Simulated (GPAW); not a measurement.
# zinc-blende (ZnS)₁₋ₓ(ZnSe)ₓ at x = 0.25: the Zn K absorption edge

Aim: the Zn K edge in zinc-blende (ZnS)₁₋ₓ(ZnSe)ₓ at x = 0.25, one member of a composition series.

Program: GPAW 26.7.0. Level of theory: X-ray absorption from dipole matrix elements to empty bands, plane-wave PAW PBE. Results are calculated unless marked as measured.

## Step 1: The starting structure

The cell holds 16 atoms: 8 Zn, 6 S and 2 Se. Its edges and angles: a = 7.742 Å, b = 7.742 Å, c = 7.742 Å, α = 60.0°, β = 60.0°, γ = 60.0°. 16-atom zinc-blende cell, 2 of 8 S sites taken by Se at random, lattice constants typed for the ends and interpolated (Vegard).

## Step 2: Relaxation

The cell was built by hand, so its atoms are relaxed first: near-edge features follow bond lengths closely.

File relax.py:

```python
import numpy as np
from ase import Atoms
from ase.parallel import parprint, paropen
from gpaw import GPAW, PW, FermiDirac, Mixer, MixerDif, setup_paths
from ase.optimize import BFGS

atoms = Atoms('ZnSZnSZnSeZnSZnSeZnSZnSZnS',
    cell=[[0, 5.4745, 5.4745],
     [5.4745, 0, 5.4745],
     [5.4745, 5.4745, 0]],
    scaled_positions=[[0.002776, 0.999183, 0.999666],
     [0.124482, 0.127545, 0.126481],
     [0.002479, 0.996488, 0.49752],
     [0.123717, 0.124352, 0.624781],
     [0.999857, 0.501795, 0.000508],
     [0.123646, 0.624693, 0.123436],
     [0.002455, 0.500359, 0.497811],
     [0.123638, 0.62673, 0.625595],
     [0.498805, 0.998503, 0.99827],
     [0.629709, 0.12526, 0.124879],
     [0.500542, 0.003566, 0.498895],
     [0.624679, 0.123103, 0.623534],
     [0.500381, 0.504827, 0.996298],
     [0.62478, 0.625464, 0.125287],
     [0.498814, 0.501545, 0.49961],
     [0.623413, 0.624273, 0.626081]],
    pbc=True)
atoms.calc = GPAW(legacy_gpaw=True, mode=PW(400, force_complex_dtype=True), xc='PBE', setups={},
    kpts={'size': (3, 3, 3), 'gamma': True}, occupations=FermiDirac(0.08),
    charge=0, mixer=Mixer(0.1, 5, 50), maxiter=150,
    convergence={'density': 0.0001, 'eigenstates': 1e-6}, txt='relax.txt')
steps = []
opt = BFGS(atoms, logfile='-')
opt.attach(lambda: steps.append([atoms.get_potential_energy(), float(np.linalg.norm(atoms.get_forces(), axis=1).max())]))
done = opt.run(fmax=0.05, steps=30)
out = dict(done=bool(done), steps=steps, frac=atoms.get_scaled_positions().tolist())
import json
with paropen('out.json', 'w') as f:
    json.dump(out, f)
```

Run with:

```bash
$ OMP_NUM_THREADS=1 mpirun -n 4 gpaw python relax.py
```

Numbers of over 12 decimals in the logs are rounded to 6 here.

The log of the run:

```text
Input parameters:
  convergence: {density: 0.0001,
                eigenstates: 1e-06}
  kpts: {gamma: True,
         size: (3, 3, 3)}
  maxiter: 150
  mixer: {backend: pulay,
          beta: 0.1,
          method: separate,
          nmaxold: 5,
          weight: 50}
  mode: {ecut: 400.0,
         force_complex_dtype: True,
         name: pw}
  occupations: {fixmagmom: False,
                name: fermi-dirac,
[...]
Forces in eV/Ang:
[...]
14 Zn   -0.00328    0.00142   -0.00930
 15 S    -0.00538   -0.00849   -0.01221
Step     Time          Energy          fmax
BFGS:    0 03:00:24      -52.999812        0.922064
BFGS:    1 03:00:45      -53.049502        0.728500
BFGS:    2 03:01:14      -53.161215        0.141224
BFGS:    3 03:01:35      -53.165137        0.108742
BFGS:    4 03:01:51      -53.166117        0.082441
BFGS:    5 03:02:09      -53.167489        0.034012
[key lines of the parts left out:]
Converged after 8 iterations.
Dipole moment: (-22.758523, -22.737031, -25.410846) |e|*Ang
Free energy:    -53.167489
Fermi level: 4.79000
```

Wall time 2.5 min (4 MPI ranks of AMD EPYC 9B14 (Zen 4), shared host); peak memory 0.37 GiB; 9.8 min of CPU time.

In 5 steps the energy fell by 168 meV (energies extrapolated to zero smearing) and the largest force to 0.034 eV/Å. Atom 5 (Zn; the text counts from 1, the script from 0) is among those that moved most, by 0.08 Å.

## Step 3: Ground state of the crystal

The ground state comes first: it tells whether the system has a gap, which decides how the excited electron is treated.

File scf.py:

```python
import numpy as np
from ase import Atoms
from ase.parallel import parprint, paropen
from gpaw import GPAW, PW, FermiDirac, Mixer, MixerDif, setup_paths
from gpaw.test import gen
setup_paths.insert(0, '.')
gen('Zn', name='nch1s', xcname='PBE', corehole=(1, 0, 0), write_xml=True)
from gpaw.mpi import world
world.barrier()

atoms = Atoms('ZnSZnSZnSeZnSZnSeZnSZnSZnS',
    cell=[[0, 5.4745, 5.4745],
     [5.4745, 0, 5.4745],
     [5.4745, 5.4745, 0]],
    scaled_positions=[[0.0090287, 0.007592, 0.9920933],
     [0.125705, 0.1260986, 0.1250734],
     [0.9999315, 0.9989643, 0.4995255],
     [0.1249997, 0.1249165, 0.6234013],
     [0.9954491, 0.4978003, 0.9960404],
     [0.1251091, 0.6248483, 0.1249707],
     [0.9968894, 0.4962875, 0.5101612],
     [0.1251145, 0.6247893, 0.6247512],
     [0.4973513, 0.9974169, 0.9955279],
     [0.6256696, 0.1254925, 0.1237557],
     [0.4962902, 0.9980074, 0.5090939],
     [0.6255984, 0.1255297, 0.6240757],
     [0.5078721, 0.5082052, 0.9912739],
     [0.6243695, 0.6257923, 0.1258464],
     [0.499326, 0.4996741, 0.5006168],
     [0.6253488, 0.6261847, 0.6226102]],
    pbc=True)
atoms.calc = calc = GPAW(legacy_gpaw=True, mode=PW(400, force_complex_dtype=True), xc='PBE', setups={4: 'nch1s'},
    kpts={'size': (3, 3, 3), 'gamma': True}, occupations=FermiDirac(0.05),
    charge=0, mixer=Mixer(0.1, 5, 50), maxiter=150,
    convergence={'density': 0.0001, 'eigenstates': 1e-6}, txt='scf.txt')
energy = atoms.get_potential_energy() + calc.get_reference_energy()
ef = calc.get_fermi_level()
out = dict(energy=energy, fermi=ef, forces=atoms.get_forces().tolist())
parprint(f'all-electron energy {energy:.4f} eV, Fermi level {ef:.4f} eV')
ev = np.array([[calc.get_eigenvalues(k, s) for k in range(len(calc.get_ibz_k_points()))] for s in range(calc.get_number_of_spins())])
out['homo'], out['lumo'], out['counts'] = ev[ev < ef].max(), ev[ev > ef].min(), sorted(set((ev < ef).sum((0, 2)).tolist()))
out['filled'] = (ev[:, 0] < ef).sum(1).tolist()
import json
with paropen('out.json', 'w') as f:
    json.dump(out, f)
```

Run with:

```bash
$ OMP_NUM_THREADS=1 mpirun -n 4 gpaw python scf.py
```

The log of the run:

```text
Input parameters:
  convergence: {density: 0.0001,
                eigenstates: 1e-06}
  kpts: {gamma: True,
         size: (3, 3, 3)}
  maxiter: 150
  mixer: {backend: pulay,
          beta: 0.1,
          method: separate,
          nmaxold: 5,
          weight: 50}
  mode: {ecut: 400.0,
         force_complex_dtype: True,
         name: pw}
  occupations: {fixmagmom: False,
                name: fermi-dirac,
                width: 0.05}
  setups: {4: nch1s}
  xc: PBE

Initialize ...

[... PAW data sets ...]

Reference energy: -588243.397582  # eV

Spin-paired calculation

[... convergence settings ...]
Symmetries present (total): 1
  [... symmetry matrices ...]

27 k-points: 3 x 3 x 3 Monkhorst-Pack grid
14 k-points in the irreducible part of the Brillouin zone
       k-points in crystal coordinates                weights
   0:     0.00000000    0.00000000    0.00000000          1/27
   1:     0.00000000    0.00000000    0.33333333          2/27
   2:     0.00000000    0.33333333   -0.33333333          2/27
   3:     0.00000000    0.33333333    0.00000000          2/27
   4:     0.00000000    0.33333333    0.33333333          2/27
   5:     0.33333333   -0.33333333   -0.33333333          2/27
   6:     0.33333333   -0.33333333    0.00000000          2/27
   7:     0.33333333   -0.33333333    0.33333333          2/27
   8:     0.33333333    0.00000000   -0.33333333          2/27
   9:     0.33333333    0.00000000    0.00000000          2/27
          ...
  13:     0.33333333    0.33333333    0.33333333          2/27

Wave functions: Plane wave expansion
  Cutoff energy: 400.000 eV
  Number of coefficients (min, max): 5942, 6002
  Pulay-stress correction: 0.000000 eV/Ang^3 (de/decut=0.000000)
  Using FFTW library
  Wavefunction extrapolation:
    Improved wavefunction reuse through dual PAW basis

Occupation numbers: Fermi-Dirac:
  width: 0.0500  # eV

Eigensolver
   Davidson(niter=2)

Densities:
  Coarse grid: 36*36*36 grid
  Fine grid: 72*72*72 grid
  Total Charge: 0.000000

Density mixing:
  Method: separate
  Backend: pulay
  Linear mixing parameter: 0.1
  old densities: 5
  Width of damping distribution: 1.1
  Damping of long wavelength oscillations: 50

[... Hamiltonian set-up ...]
Number of atoms: 16
Number of atomic orbitals: 104
Number of bands in calculation: 91
Number of valence electrons: 144
Bands to converge: occupied

... initialized

Initializing position-dependent things.

Density initialized from atomic densities
Creating initial wave functions:
  91 bands from LCAO basis set

                            Zn

                             Zn

                     Zn           Zn
                          Zn
                        S
                            Zn
               S   Zn
                 S

         Se           S

              Se
               S
                   Zn
       S

Atomic positions and initial magnetic moments

Positions:
   0 Zn     5.472777    5.480642    0.090990    ( 0.0000,  0.0000,  0.0000)
   1 S      1.375041    1.372886    1.378499    ( 0.0000,  0.0000,  0.0000)
   2 Zn     8.203482    8.208777   10.942955    ( 0.0000,  0.0000,  0.0000)
   3 S      4.096666    4.097121    1.368166    ( 0.0000,  0.0000,  0.0000)
   4 Zn     8.178031   10.902409    8.174794    ( 0.0000,  0.0000,  0.0000)
   5 Se     4.104884    1.369062    4.105642    ( 0.0000,  0.0000,  0.0000)
   6 Zn     5.509803    8.250349    8.174397    ( 0.0000,  0.0000,  0.0000)
[...]
13 S      4.114846    4.107057    6.844011    ( 0.0000,  0.0000,  0.0000)
  14 Zn     5.476093    5.474187    5.469026    ( 0.0000,  0.0000,  0.0000)
  15 S      6.836528    6.831952    6.851520    ( 0.0000,  0.0000,  0.0000)

Unit cell:
           periodic     x           y           z      points  spacing
  1. axis:    yes    0.000000    5.474500    5.474500    36     0.1756
  2. axis:    yes    5.474500    0.000000    5.474500    36     0.1756
  3. axis:    yes    5.474500    5.474500    0.000000    36     0.1756

  Lengths:   7.742112   7.742112   7.742112
  Angles:   60.000000  60.000000  60.000000

Effective grid spacing dv^(1/3) = 0.1916

iter:   1   -54.409038
iter:   2   -54.422241   -0.19  -1.18
iter:   3   -53.093944   -1.02  -1.25
iter:   4   -53.218300   -1.54  -1.58
iter:   5   -53.599199   -1.45  -1.65
iter:   6   -53.240615   -2.23  -2.02
iter:   7   -53.183061   -1.99  -2.48
iter:   8   -53.167275   -3.40  -2.88
iter:   9   -53.166949c  -3.92  -3.27
iter:  10   -53.168592c  -4.25  -3.34
iter:  11   -53.166881c  -4.35  -3.33
iter:  12   -53.166747c  -4.60  -3.57
iter:  13   -53.166771c  -5.65  -3.77
iter:  14   -53.166778c  -6.05c -3.92
iter:  15   -53.166777c  -6.92c -4.20c

Converged after 15 iterations.

Dipole moment: (-22.759313, -22.738101, -25.411594) |e|*Ang

Energy contributions relative to reference atoms: (reference = -588243.397582)

Kinetic:        +96.729033
Potential:      -81.846291
External:        +0.000000
XC:             -67.952499
Entropy (-ST):   -0.000000
Local:           -0.097020
SIC:             +0.000000
--------------------------
Free energy:    -53.166777
Extrapolated:   -53.166777

Showing only first 2 kpts
 Kpt  Band  Eigenvalues  Occupancy
  0    70      3.81882    2.00000
  0    71      3.90813    2.00000
  0    72      5.60956    0.00000
  0    73      6.79016    0.00000

  1    70      3.59480    2.00000
  1    71      3.70286    2.00000
  1    72      6.71251    0.00000
  1    73      7.02730    0.00000

Fermi level: 4.76616

Gap: 1.701 eV
Transition (v -> c):
  (s=0, k=0, n=71, [0.00, 0.00, 0.00]) -> (s=0, k=0, n=72, [0.00, 0.00, 0.00])
No difference between direct/indirect transitions

Forces in eV/Ang:
  0 Zn   -0.00134   -0.01811   -0.02906
  1 S     0.01275    0.01651   -0.00672
  2 Zn    0.01221    0.00132   -0.01245
  3 S    -0.01205   -0.00800    0.00699
  4 Zn    0.00012    0.01615    0.02565
  5 Se   -0.00588   -0.01536   -0.02177
  6 Zn    0.00263   -0.00407    0.01437
[...]
13 S     0.00994    0.01073    0.00612
 14 Zn   -0.00367    0.00166   -0.00928
 15 S    -0.00701   -0.00895   -0.00871
Scalar-relativistic atomic PBE calculation for Zn (Zinc, Z=30)
Core hole in 1s state (1s occupation: 2.0)
600 radial gridpoints.
|------------------------------------------------|
|------------------------------------------------|
[... the atom generator's iteration count ...]

Energy contributions:
-------------------------
Kinetic:    +1823.613160
XC:           -71.504391
Potential:  -3547.729445
-------------------------
Total:      -1795.620676

state      eigenvalue         ekin         rmax
-----------------------------------------------
1s^2.0 :  -349.886846   450.954911        0.033
2s^2.0 :   -42.553114    85.456797        0.189
2p^6.0 :   -36.898923    83.258415        0.152
3s^2.0 :    -4.747216    18.925213        0.588
3p^6.0 :    -3.065290    16.692437        0.592
3d^10.0:    -0.372700    11.038803        0.566
4s^2.0 :    -0.219651     1.423087        2.092
4p^0.0 :    -0.041035     0.518678        3.084
-----------------------------------------------
(units: Bohr and Hartree)

Generating PAW setup
Kinetic energy of the core from tauc = 1727.898395
Cutoffs:
rc(s)=2.430
rc(p)=2.400
rc(d)=2.230
rc(vbar)=2.260
rc(comp)=2.200
rc(nct)=2.430

Kinetic energy of the core states: 1710.378955
Charge: 0.0
Core electrons: 18.0
Valence electrons: 12.0
Pseudo-core charge: 0.104275
Shape function alpha=2.066
Pseudo-electron charge 3.892839
state    eigenvalue         norm
--------------------------------
4s(2) :    -0.219651     1.125459
*s    :     0.780349
4p(0) :    -0.041035     1.007410
*p    :     0.958965
3d(10):    -0.372700     0.153765
*d    :     0.627300
--------------------------------

Diagonalizing with gridspacing h=0.050

state   all-electron     PAW
-------------------------------
4s:      -0.219651    -0.219820
4p:      -0.041035    -0.041071
3d:      -0.372700    -0.373322
*f:                    0.071886
-------------------------------
all-electron energy -588296.5644 eV, Fermi level 4.7662 eV
```

The job ended after 43 s (4 MPI ranks; peak memory 0.35 GiB).

The mesh shows a gap of 1.70 eV. The excited electron is kept all the same, so that all members of the series, with or without a gap, are treated alike.

## Step 4: Cell without a hole, the energy reference

The photon energy needs a difference of total energies, so the cell and mesh of the coming hole run are first run without a hole.

Edit scf.py of step 3 so:

```diff
@@ -32,3 +32,3 @@
 atoms.calc = calc = GPAW(legacy_gpaw=True, mode=PW(400, force_complex_dtype=True), xc='PBE', setups={4: 'nch1s'},
-    kpts={'size': (3, 3, 3), 'gamma': True}, occupations=FermiDirac(0.05),
+    kpts={'size': (3, 3, 3), 'gamma': True}, occupations=FermiDirac(0.02),
     charge=0, mixer=Mixer(0.1, 5, 50), maxiter=150,
```

The log of the run:

```text
Input parameters:
  convergence: {density: 0.0001,
                eigenstates: 1e-06}
  kpts: {gamma: True,
         size: (3, 3, 3)}
  maxiter: 150
  mixer: {backend: pulay,
          beta: 0.1,
          method: separate,
          nmaxold: 5,
          weight: 50}
  mode: {ecut: 400.0,
         force_complex_dtype: True,
         name: pw}
  occupations: {fixmagmom: False,
                name: fermi-dirac,
[...]
*s    :     0.780349
4p(0) :    -0.041035     1.007410
*p    :     0.958965
3d(10):    -0.372700     0.153765
*d    :     0.627300
--------------------------------

Diagonalizing with gridspacing h=0.050

state   all-electron     PAW
-------------------------------
4s:      -0.219651    -0.219820
4p:      -0.041035    -0.041071
3d:      -0.372700    -0.373322
*f:                    0.071886
-------------------------------
all-electron energy -588296.5644 eV, Fermi level 4.4022 eV
[key lines of the parts left out:]
Converged after 15 iterations.
Dipole moment: (-22.759313, -22.738101, -25.411594) |e|*Ang
Free energy:    -53.166777
Fermi level: 4.40215
```

The job ended after 43 s (4 MPI ranks; peak memory 0.35 GiB; 2.9 min of CPU time).

Reference energy: -588296.564 eV with the cores included.

(Continued in part 2 of 3.)

[Banner, clock and machine lines of the logs are left out without a mark of their own.]

[Logs are printed without paths, hosts, clocks, repeated set-up lines and the standing remarks that a program may print on its own settings, such as how far it seeks lower states.]

[Hosts, paths, dates, database ids (printed as entryN), source tags and the programs' standing remarks are cut or masked in the printed files.]

[Lists of maxima count a maximum above −3 eV only where it reaches 4 % of the highest in the window and stands out from its surroundings by 2 % of it (1.5 % where it reaches 55 %); shoulders and weaker maxima are passed over, and of the rest the first, up to two pre-edge ones and the few strongest are named.]
